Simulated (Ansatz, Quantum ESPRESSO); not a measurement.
## VRu (Pm-3m): electron–phonon coupling with Quantum ESPRESSO

What λ does ph.x give for VRu (Pm-3m), and how does it hang on the broadening?

Method: DFT PBEsol, scalar-relativistic, plane waves, PAW, in the first sound run; inputs show where later runs differ, in Ansatz 0.2.0 and Quantum ESPRESSO 7.5.

## 1. The structure

The structure is cubic, space group Pm-3m (No. 221). Conventional cell: a = 2.990 Å, b = 2.990 Å, c = 2.990 Å, α = 90.00°, β = 90.00°, γ = 90.00°. V has 8 Ru at 2.59 Å nearest. Nearest to Ru lie 8 V at 2.59 Å. Farther neighbours are not listed.

Structure file:

```cif
data_structure
_symmetry_space_group_name_H-M 'P 1'
_symmetry_Int_Tables_number 1
_cell_length_a 2.9900
_cell_length_b 2.9900
_cell_length_c 2.9900
_cell_angle_alpha 90.000
_cell_angle_beta 90.000
_cell_angle_gamma 90.000
_cell_volume 26.73
loop_
_atom_site_label
_atom_site_type_symbol
_atom_site_fract_x
_atom_site_fract_y
_atom_site_fract_z
_atom_site_occupancy
V1 V 0.50000 0.50000 0.50000 1
Ru2 Ru 0.00000 0.00000 0.00000 1
```

## 2. Relaxing cell and atoms

The structure is brought to rest under this functional.

The input, input.yaml:

```yaml
crystal:
  lattice:
    - [2.99, 0.0, 0.0]
    - [0.0, 2.99, 0.0]
    - [0.0, 0.0, 2.99]
  atoms:
    - { symbol: V, position: [0.5, 0.5, 0.5], spin: 0.19 }
    - { symbol: Ru, position: [0.0, 0.0, 0.0] }
kpoints:
  mp_grid: { grid: [10, 10, 10] }
hamiltonian:
  xc: pbesol
scf:
  occupations: { method: gaussian, width: 0.1 }
output:
  forces: true
  stress: true
  eigenvalues: true
  populations: true
magnetization:
  spin_polarized: true
relax:
  adjacent_minimum: "off"
  f_tol: 0.005
  max_steps: 80
  cell: { stress_tol: 0.05 }
```

Launch:

```console
ansatz run input.yaml --threads 4 --pin off --max-ram 8192MiB --backend cpu --events-out ev --progress --plain --runs-dir out
```

Numbers of over 12 decimals in the logs are rounded to 6 here.

What it wrote:

```text
[the first part of the log is left out]
  E_ewald      = -3731.292370
  E_core_change = 0.402975  (= ΣΔE_core)
  E_smearing   = -0.015706  (= −TS)
  E_closure    = -0.000000  (closes the sum)
  Σ components = -8702.232797   (vs F -8702.232797, Δ=0.00e0)
--- Forces (eV/Å), atoms counted from 1 ---
  atom   1  V      0.00000000    -0.00000000    -0.00000000
  atom   2  Ru     0.00000000     0.00000000     0.00000000
  max |Σ_I F_I| component: 4.00e-29 eV/Å
--- Stress (GPa, compression-positive) ---
       -0.000806      -0.000000       0.000000
       -0.000000      -0.000806      -0.000000
        0.000000      -0.000000      -0.000806
  P = ⅓ Tr σ = -0.0008 GPa (-0.008 kbar)
--- Band table (eV; the first three rows and the last of 112) ---
  k-point 0 ↑: bands = ["-51.8799", "-43.1976", "-21.8328", "-21.8328", "-21.8328", "-17.0358", "-17.0358", "-17.0358", "13.1937", "15.4309", "15.4309", "19.1832", "19.1832", "19.1832", "22.0266", "22.0266", "23.6994", "23.6994", "23.6994"]
  k-point 1 ↑: bands = ["-51.8780", "-43.1965", "-21.8507", "-21.8289", "-21.8289", "-17.0574", "-17.0379", "-17.0379", "13.4133", "15.5380", "15.5971", "19.1540", "19.1540", "19.2624", "21.8333", "22.0973", "23.3410", "23.3410", "23.5815"]
  k-point 2 ↑: bands = ["-51.8732", "-43.1938", "-21.8971", "-21.8186", "-21.8186", "-17.1138", "-17.0436", "-17.0436", "14.0310", "15.8496", "16.0528", "19.0880", "19.0880", "19.4916", "21.2996", "22.2915", "22.5571", "22.5571", "23.2520"]
  k-point 55 ↓: bands = ["-51.8265", "-43.1488", "-21.9818", "-21.9818", "-21.9818", "-17.2262", "-17.2262", "-17.2262", "16.9954", "16.9954", "16.9954", "19.1222", "19.1222", "19.1222", "21.6639", "21.6639", "23.0251", "23.0251", "31.0546"]
--- Relaxed structure (4 steps of the walk, 4 accepted, 1 SCFs on fresh bases) ---
  F+E_penalty+E_count = -8702.23279651 eV   max|allowed force component| = 1.367e-29 eV/Å   (the final SCF, on the basis selected at the relaxed cell)
  cell:  # Å, volume = 26.2114 Å³
    - [2.970503, 0, 0.0]
    - [0, 2.970503, 0]
    - [0, 0, 2.970503]
  atoms:
    - { symbol: V, position: [0.500000, 0.500000, 0.500000] }
    - { symbol: Ru, position: [0, 0, 0] }
--- Löwdin populations: 2 sites ---
  site symbol       q [e]    m [muB]
     0      V     12.6347    -0.0000
     1     Ru     16.1188     0.0000
  spilling = 0.008502 (of n_electrons = 29.000000)
```

The job ended after 5.6 s (4 threads of Intel Xeon Platinum 8488C (Sapphire Rapids), shared host; peak memory 0.44 GiB; 18 s of CPU time).

The steps of the relaxation:

```csv
step,energy less that of the first step (eV),largest force component (eV/Å),pressure (GPa),volume (Å³)
1,0.0000,0.0000,-5.17,26.73
2,-0.0062,0.0000,3.07,25.93
3,-0.0087,0.0000,-0.10,26.22
4,-0.0087,0.0000,0.00,26.21
5,-0.0085,0.0000,0.00,26.21
```

The log counts 1 steps on a newly chosen plane-wave basis, not all of them marked here; energy and pressure can jump at such steps.

```csv
"conventional cell, symmetrised",before,after,change
a (Å),2.990,2.971,-0.7 %
b (Å),2.990,2.971,-0.7 %
c (Å),2.990,2.971,-0.7 %
volume (Å³/atom),13.37,13.11,-1.9 %
```

The relaxed structure:

```cif
data_structure
_symmetry_space_group_name_H-M 'P 1'
_symmetry_Int_Tables_number 1
_cell_length_a 2.9705
_cell_length_b 2.9705
_cell_length_c 2.9705
_cell_angle_alpha 90.000
_cell_angle_beta 90.000
_cell_angle_gamma 90.000
_cell_volume 26.21
loop_
_atom_site_label
_atom_site_type_symbol
_atom_site_fract_x
_atom_site_fract_y
_atom_site_fract_z
_atom_site_occupancy
V1 V 0.50000 0.50000 0.50000 1
Ru2 Ru 0.00000 0.00000 0.00000 1
```

Numbers from this step:

```yaml
pressure: -8.06e-4 GPa
volume_per_atom: 13.11 Å³
metallic_on_mesh: yes
gap_on_the_k_mesh: 0 eV
```

The largest force is now zero by symmetry and the largest stress component 8.1e-4 GPa.

## 3. Second program, ground state

ph.x needs a tightly converged ground state on the same k mesh; the cell is that of the step before.

This step: DFT PBEsol, scalar-relativistic, plane waves, GBRV ultrasoft pseudopotentials (Quantum ESPRESSO 7.5).

The input, pw.in:

```
&control
   calculation = 'scf'
   prefix = 'x'
   outdir = './tmp'
   pseudo_dir = './pseudo'
   tprnfor = .true.
   tstress = .true.
/
&system
   ibrav = 1
   celldm(1) = 5.61343755
   nat = 2
   ntyp = 2
   ecutwfc = 45.0
   ecutrho = 360.0
   occupations = 'smearing'
   smearing = 'gaussian'
   degauss = 0.01469973
   nbnd = 24
/
&electrons
   conv_thr = 1.0d-11
   mixing_beta = 0.5
/
ATOMIC_SPECIES
 V      50.9415  V.upf
 Ru    101.0700  Ru.upf
ATOMIC_POSITIONS crystal
 V      0.500000000   0.500000000   0.500000000
 Ru     0.000000000   0.000000000   0.000000000
K_POINTS automatic
 8 8 8 0 0 0
```

Launch:

```console
OMP_NUM_THREADS=1 mpirun -n 4 pw.x -nk 4 -in pw.in > pw.x.log
```

What it wrote:

```text
Program PWSCF v.7.5

     This program is part of the open-source Quantum ESPRESSO suite
     for quantum simulation of materials; please cite
         "P. Giannozzi et al., J. Phys.:Condens. Matter 21 395502 (2009);
         "P. Giannozzi et al., J. Phys.:Condens. Matter 29 465901 (2017);
         "P. Giannozzi et al., J. Chem. Phys. 152 154105 (2020);
     in publications or presentations arising from this work. More details at

     G-vector sticks info
     --------------------
     sticks:   dense  smooth     PW     G-vecs:    dense   smooth      PW
     Sum         885     437    145                20341     7123    1357

     Using Slab Decomposition

     bravais-lattice index     =            1
     lattice parameter (alat)  =       5.6134  a.u.
     unit-cell volume          =     176.8832 (a.u.)^3
     number of atoms/cell      =            2
     number of atomic types    =            2
     number of electrons       =        29.00
     number of Kohn-Sham states=           24
     kinetic-energy cutoff     =      45.0000  Ry
     charge density cutoff     =     360.0000  Ry
     scf convergence threshold =      1.0E-11
     mixing beta               =       0.5000
     number of iterations used =            8  plain     mixing
     Exchange-correlation= SLA  PW   PSX  PSC
                           (   1   4  10   8   0   0   0)

     celldm(1)=   5.613438  celldm(2)=   0.000000  celldm(3)=   0.000000
     celldm(4)=   0.000000  celldm(5)=   0.000000  celldm(6)=   0.000000

     crystal axes: (cart. coord. in units of alat)
               a(1) = (   1.000000   0.000000   0.000000 )
               a(2) = (   0.000000   1.000000   0.000000 )
               a(3) = (   0.000000   0.000000   1.000000 )

     reciprocal axes: (cart. coord. in units 2 pi/alat)
               b(1) = (  1.000000  0.000000  0.000000 )
               b(2) = (  0.000000  1.000000  0.000000 )
               b(3) = (  0.000000  0.000000  1.000000 )

     PseudoPot. # 1 for V  read from file:
     ./pseudo/V.upf
     Pseudo is Ultrasoft + core correction, Zval = 13.0
     Using radial grid of  853 points,  6 beta functions with:
                l(1) =   0
                l(2) =   0
                l(3) =   1
                l(4) =   1
                l(5) =   2
                l(6) =   2
     Q(r) pseudized with  8 coefficients,  rinner =    1.100   1.100   1.100
                                                       1.100   1.100

     PseudoPot. # 2 for Ru read from file:
     ./pseudo/Ru.upf
     Pseudo is Ultrasoft + core correction, Zval = 16.0
     Using radial grid of  967 points,  6 beta functions with:
                l(1) =   0
                l(2) =   0
                l(3) =   1
                l(4) =   1
                l(5) =   2
                l(6) =   2
     Q(r) pseudized with  8 coefficients,  rinner =    1.300   1.300   1.300
                                                       1.300   1.300

     atomic species   valence    mass     pseudopotential
     V                13.00    50.94150     V ( 1.00)
     Ru               16.00   101.07000     Ru( 1.00)

     48 Sym. Ops., with inversion, found

   Cartesian axes

     site n.     atom                  positions (alat units)
         1        V      tau(   1) = (   0.5000000   0.5000000   0.5000000  )
         2        Ru     tau(   2) = (   0.0000000   0.0000000   0.0000000  )

     number of k points=    35  Gaussian smearing, width (Ry)=  0.0147
                       cart. coord. in units 2pi/alat
        k(    1) = (   0.0000000   0.0000000   0.0000000), wk =   0.0039062
        k(    2) = (   0.0000000   0.0000000   0.1250000), wk =   0.0234375
        k(    3) = (   0.0000000   0.0000000   0.2500000), wk =   0.0234375
        k(    4) = (   0.0000000   0.0000000   0.3750000), wk =   0.0234375
        k(    5) = (   0.0000000   0.0000000  -0.5000000), wk =   0.0117188
        k(    6) = (   0.0000000   0.1250000   0.1250000), wk =   0.0468750
        k(    7) = (   0.0000000   0.1250000   0.2500000), wk =   0.0937500
        k(    8) = (   0.0000000   0.1250000   0.3750000), wk =   0.0937500
        k(    9) = (   0.0000000   0.1250000  -0.5000000), wk =   0.0468750
        k(   10) = (   0.0000000   0.2500000   0.2500000), wk =   0.0468750
        k(   11) = (   0.0000000   0.2500000   0.3750000), wk =   0.0937500
        k(   12) = (   0.0000000   0.2500000  -0.5000000), wk =   0.0468750
        k(   13) = (   0.0000000   0.3750000   0.3750000), wk =   0.0468750
        k(   14) = (   0.0000000   0.3750000  -0.5000000), wk =   0.0468750
        k(   15) = (   0.0000000  -0.5000000  -0.5000000), wk =   0.0117188
        k(   16) = (   0.1250000   0.1250000   0.1250000), wk =   0.0312500
[...]
k(   28) = (   0.2500000   0.2500000  -0.5000000), wk =   0.0468750
        k(   29) = (   0.2500000   0.3750000   0.3750000), wk =   0.0937500
        k(   30) = (   0.2500000   0.3750000  -0.5000000), wk =   0.0937500
        k(   31) = (   0.2500000  -0.5000000  -0.5000000), wk =   0.0234375
        k(   32) = (   0.3750000   0.3750000   0.3750000), wk =   0.0312500
        k(   33) = (   0.3750000   0.3750000  -0.5000000), wk =   0.0468750
        k(   34) = (   0.3750000  -0.5000000  -0.5000000), wk =   0.0234375
        k(   35) = (  -0.5000000  -0.5000000  -0.5000000), wk =   0.0039062

     Dense  grid:    20341 G-vectors     FFT dimensions: (  36,  36,  36)

     Smooth grid:     7123 G-vectors     FFT dimensions: (  24,  24,  24)

     Check: negative core charge=   -0.000003

     Initial potential from superposition of free atoms

     starting charge      27.9988, renormalised to      29.0000

     negative rho (up, down):  7.052E-02 0.000E+00
     Starting wfcs are   23 randomized atomic wfcs +    1 random wfcs

     per-process dynamical memory:    33.1 Mb

     Self-consistent Calculation

     iteration #  1     ecut=    45.00 Ry     beta= 0.50
     Davidson diagonalization with overlap
     ethr =  1.00E-02,  avg # of iterations =  4.2

     negative rho (up, down):  7.041E-02 0.000E+00

     total energy              =    -338.96001840 Ry
     estimated scf accuracy    <       1.15935403 Ry

     iteration #  2     ecut=    45.00 Ry     beta= 0.50
     Davidson diagonalization with overlap
     ethr =  4.00E-03,  avg # of iterations =  2.0

     negative rho (up, down):  7.103E-02 0.000E+00

     total energy              =    -339.24134402 Ry
     estimated scf accuracy    <       0.06617595 Ry

     iteration #  3     ecut=    45.00 Ry     beta= 0.50
     Davidson diagonalization with overlap
[...]
iteration #  6     ecut=    45.00 Ry     beta= 0.50
     Davidson diagonalization with overlap
     ethr =  2.00E-06,  avg # of iterations =  1.3

     negative rho (up, down):  7.125E-02 0.000E+00

     total energy              =    -339.26305849 Ry
     estimated scf accuracy    <       0.00000670 Ry

     iteration #  7     ecut=    45.00 Ry     beta= 0.50
     Davidson diagonalization with overlap
     ethr =  2.31E-08,  avg # of iterations =  2.0

     negative rho (up, down):  7.124E-02 0.000E+00

     total energy              =    -339.26306009 Ry
     estimated scf accuracy    <       0.00000041 Ry

     iteration #  8     ecut=    45.00 Ry     beta= 0.50
     Davidson diagonalization with overlap
     ethr =  1.43E-09,  avg # of iterations =  2.2

     negative rho (up, down):  7.122E-02 0.000E+00

     total energy              =    -339.26306014 Ry
     estimated scf accuracy    <          4.9E-09 Ry

     iteration #  9     ecut=    45.00 Ry     beta= 0.50
     Davidson diagonalization with overlap
     ethr =  1.69E-11,  avg # of iterations =  3.7

     negative rho (up, down):  7.122E-02 0.000E+00

     total energy              =    -339.26306014 Ry
     estimated scf accuracy    <          1.4E-09 Ry

     iteration # 10     ecut=    45.00 Ry     beta= 0.50
     Davidson diagonalization with overlap
     ethr =  4.72E-12,  avg # of iterations =  2.0

     negative rho (up, down):  7.122E-02 0.000E+00

     total energy              =    -339.26306014 Ry
     estimated scf accuracy    <          2.6E-10 Ry

     iteration # 11     ecut=    45.00 Ry     beta= 0.50
     Davidson diagonalization with overlap
     ethr =  8.96E-13,  avg # of iterations =  1.1

     negative rho (up, down):  7.122E-02 0.000E+00

     End of self-consistent calculation

          k = 0.0000 0.0000 0.0000 (   895 PWs)   bands (ev):

   -51.7578 -43.0598 -21.7056 -21.7056 -21.7056 -16.9039 -16.9039 -16.9039
    13.3420  15.5828  15.5828  19.3351  19.3351  19.3351  22.1769  22.1769
    23.8491  23.8491  23.8491  30.8971  30.8971  30.8971  39.5383  39.5383

          k = 0.0000 0.0000 0.1250 (   904 PWs)   bands (ev):

   -51.7550 -43.0582 -21.7328 -21.6996 -21.6996 -16.9369 -16.9072 -16.9072
    13.6823  15.7489  15.8390  19.2907  19.2907  19.4577  21.8782  22.2856
    23.3154  23.3154  23.6664  29.7232  31.8181  31.8181  38.5857  39.6799

          k = 0.0000 0.0000 0.2500 (   900 PWs)   bands (ev):

   -51.7481 -43.0543 -21.7981 -21.6850 -21.6850 -17.0161 -16.9152 -16.9152
    14.6005  16.2224  16.5025  19.2056  19.2056  19.8040  21.0920  22.2907
    22.2907  22.5695  23.1771  27.3887  33.9753  33.9753  37.7919  39.1681

          k = 0.0000 0.0000 0.3750 (   888 PWs)   bands (ev):

   -51.7413 -43.0504 -21.8627 -21.6703 -21.6703 -17.0944 -16.9233 -16.9233
    15.7344  16.8916  17.2483  19.1625  19.1625  20.1207  20.2833  21.4431
    21.4431  22.5575  22.9361  25.1775  36.5904  36.5904  37.3285  38.4197

          k = 0.0000 0.0000-0.5000 (   884 PWs)   bands (ev):

   -51.7384 -43.0488 -21.8893 -21.6642 -21.6642 -17.1266 -16.9266 -16.9266
    16.3156  17.3179  17.5911  19.1635  19.1635  19.5721  20.5797  21.1131
    21.1131  22.2039  23.2758  24.0303  37.1812  38.1077  38.5153  38.5154

          k = 0.0000 0.1250 0.1250 (   897 PWs)   bands (ev):

   -51.7522 -43.0564 -21.7374 -21.7195 -21.6940 -16.9515 -16.9238 -16.9096
[...]
k = 0.0000 0.1250 0.2500 (   894 PWs)   bands (ev):

[...]
k = 0.0000 0.1250 0.3750 (   897 PWs)   bands (ev):

[...]
k = 0.0000 0.1250-0.5000 (   896 PWs)   bands (ev):

[...]
k = 0.0000 0.2500 0.2500 (   892 PWs)   bands (ev):

[...]
k = 0.0000 0.2500 0.3750 (   895 PWs)   bands (ev):

[...]
k = 0.0000 0.2500-0.5000 (   900 PWs)   bands (ev):

[...]
k = 0.0000 0.3750 0.3750 (   900 PWs)   bands (ev):

[...]
k = 0.0000 0.3750-0.5000 (   900 PWs)   bands (ev):

[...]
k = 0.0000-0.5000-0.5000 (   888 PWs)   bands (ev):

[...]
k = 0.1250 0.1250 0.1250 (   907 PWs)   bands (ev):

[...]
k = 0.1250 0.1250 0.2500 (   906 PWs)   bands (ev):

[...]
k = 0.1250 0.1250 0.3750 (   888 PWs)   bands (ev):

[...]
k = 0.1250 0.1250-0.5000 (   890 PWs)   bands (ev):

[...]
k = 0.1250 0.2500 0.2500 (   899 PWs)   bands (ev):

[...]
k = 0.1250 0.2500 0.3750 (   900 PWs)   bands (ev):

[...]
k = 0.1250 0.2500-0.5000 (   902 PWs)   bands (ev):

[...]
k = 0.1250 0.3750 0.3750 (   908 PWs)   bands (ev):

[...]
k = 0.1250 0.3750-0.5000 (   910 PWs)   bands (ev):

[...]
k = 0.1250-0.5000-0.5000 (   892 PWs)   bands (ev):

[...]
k = 0.2500 0.2500 0.2500 (   901 PWs)   bands (ev):

[...]
k = 0.2500 0.2500 0.3750 (   906 PWs)   bands (ev):

[...]
k = 0.2500 0.2500-0.5000 (   920 PWs)   bands (ev):

[...]
k = 0.2500 0.3750 0.3750 (   918 PWs)   bands (ev):

[...]
k = 0.2500 0.3750-0.5000 (   908 PWs)   bands (ev):

[...]
k = 0.2500-0.5000-0.5000 (   912 PWs)   bands (ev):

[...]
k = 0.3750 0.3750 0.3750 (   904 PWs)   bands (ev):

[...]
k = 0.3750 0.3750-0.5000 (   910 PWs)   bands (ev):

[...]
16.7963  17.2136  17.2632  18.7766  18.8542  19.6388  21.8919  21.9333
    22.9342  23.1119  28.6092  28.7552  32.0149  32.4628  32.6098  32.9579

          k = 0.3750-0.5000-0.5000 (   920 PWs)   bands (ev):

   -51.7073 -43.0137 -21.8643 -21.8643 -21.8237 -17.0845 -17.0845 -17.0665
    16.8767  17.2020  17.2020  18.5866  19.5456  19.5456  21.7956  21.9076
    23.0406  23.1631  29.6130  29.6130  30.7483  31.6956  33.7124  33.8732

          k =-0.5000-0.5000-0.5000 (   912 PWs)   bands (ev):

   -51.7049 -43.0111 -21.8541 -21.8541 -21.8541 -17.0936 -17.0936 -17.0936
    17.1465  17.1465  17.1465  19.2734  19.2734  19.2734  21.8098  21.8098
    23.1733  23.1733  31.1951  31.1951  31.1951  31.9472  32.2372  32.5775

     the Fermi energy is    21.5280 ev

!    total energy              =    -339.26306014 Ry
     estimated scf accuracy    <          4.8E-13 Ry
     smearing contrib. (-TS)   =      -0.00473338 Ry
     internal energy E=F+TS    =    -339.25832676 Ry

     The total energy is F=E-TS. E is the sum of the following terms:
     one-electron contribution =     -76.00975767 Ry
     hartree contribution      =      56.25279890 Ry
     xc contribution           =     -45.25643722 Ry
     ewald contribution        =    -274.24493078 Ry

     convergence has been achieved in  11 iterations

     negative rho (up, down):  7.122E-02 0.000E+00

     Forces acting on atoms (cartesian axes, Ry/au):

     atom    1 type  1   force =     0.00000000    0.00000000    0.00000000
     atom    2 type  2   force =     0.00000000    0.00000000    0.00000000

     Total force =     0.000000     Total SCF correction =     0.000000

     Computing stress (Cartesian axis) and pressure

     negative rho (up, down):  7.122E-02 0.000E+00
          total   stress  (Ry/bohr**3)                   (kbar)     P=       -0.80
  -0.00000545   0.00000000   0.00000000           -0.80        0.00        0.00
   0.00000000  -0.00000545   0.00000000            0.00       -0.80        0.00
   0.00000000   0.00000000  -0.00000545            0.00        0.00       -0.80

     Writing all to output data dir ./tmp/x.save/ :
     XML data file, charge density, pseudopotentials, collected wavefunctions

   JOB DONE.
```

Wall time 4.3 s (4 MPI ranks); 17 s of CPU time.

Numbers from this step:

- pressure: -0.08 GPa

With these potentials, mesh and smearing the cell is at -0.08 GPa.

(Part 1 of 5 ends here.)

[Logs are printed without paths, hosts, clocks, repeated set-up lines and the standing remarks that a program may print on its own settings, such as how far it seeks lower states.]

[Hosts, paths, dates, database ids (printed as entryN), source tags and the programs' standing remarks are cut or masked in the printed files.]
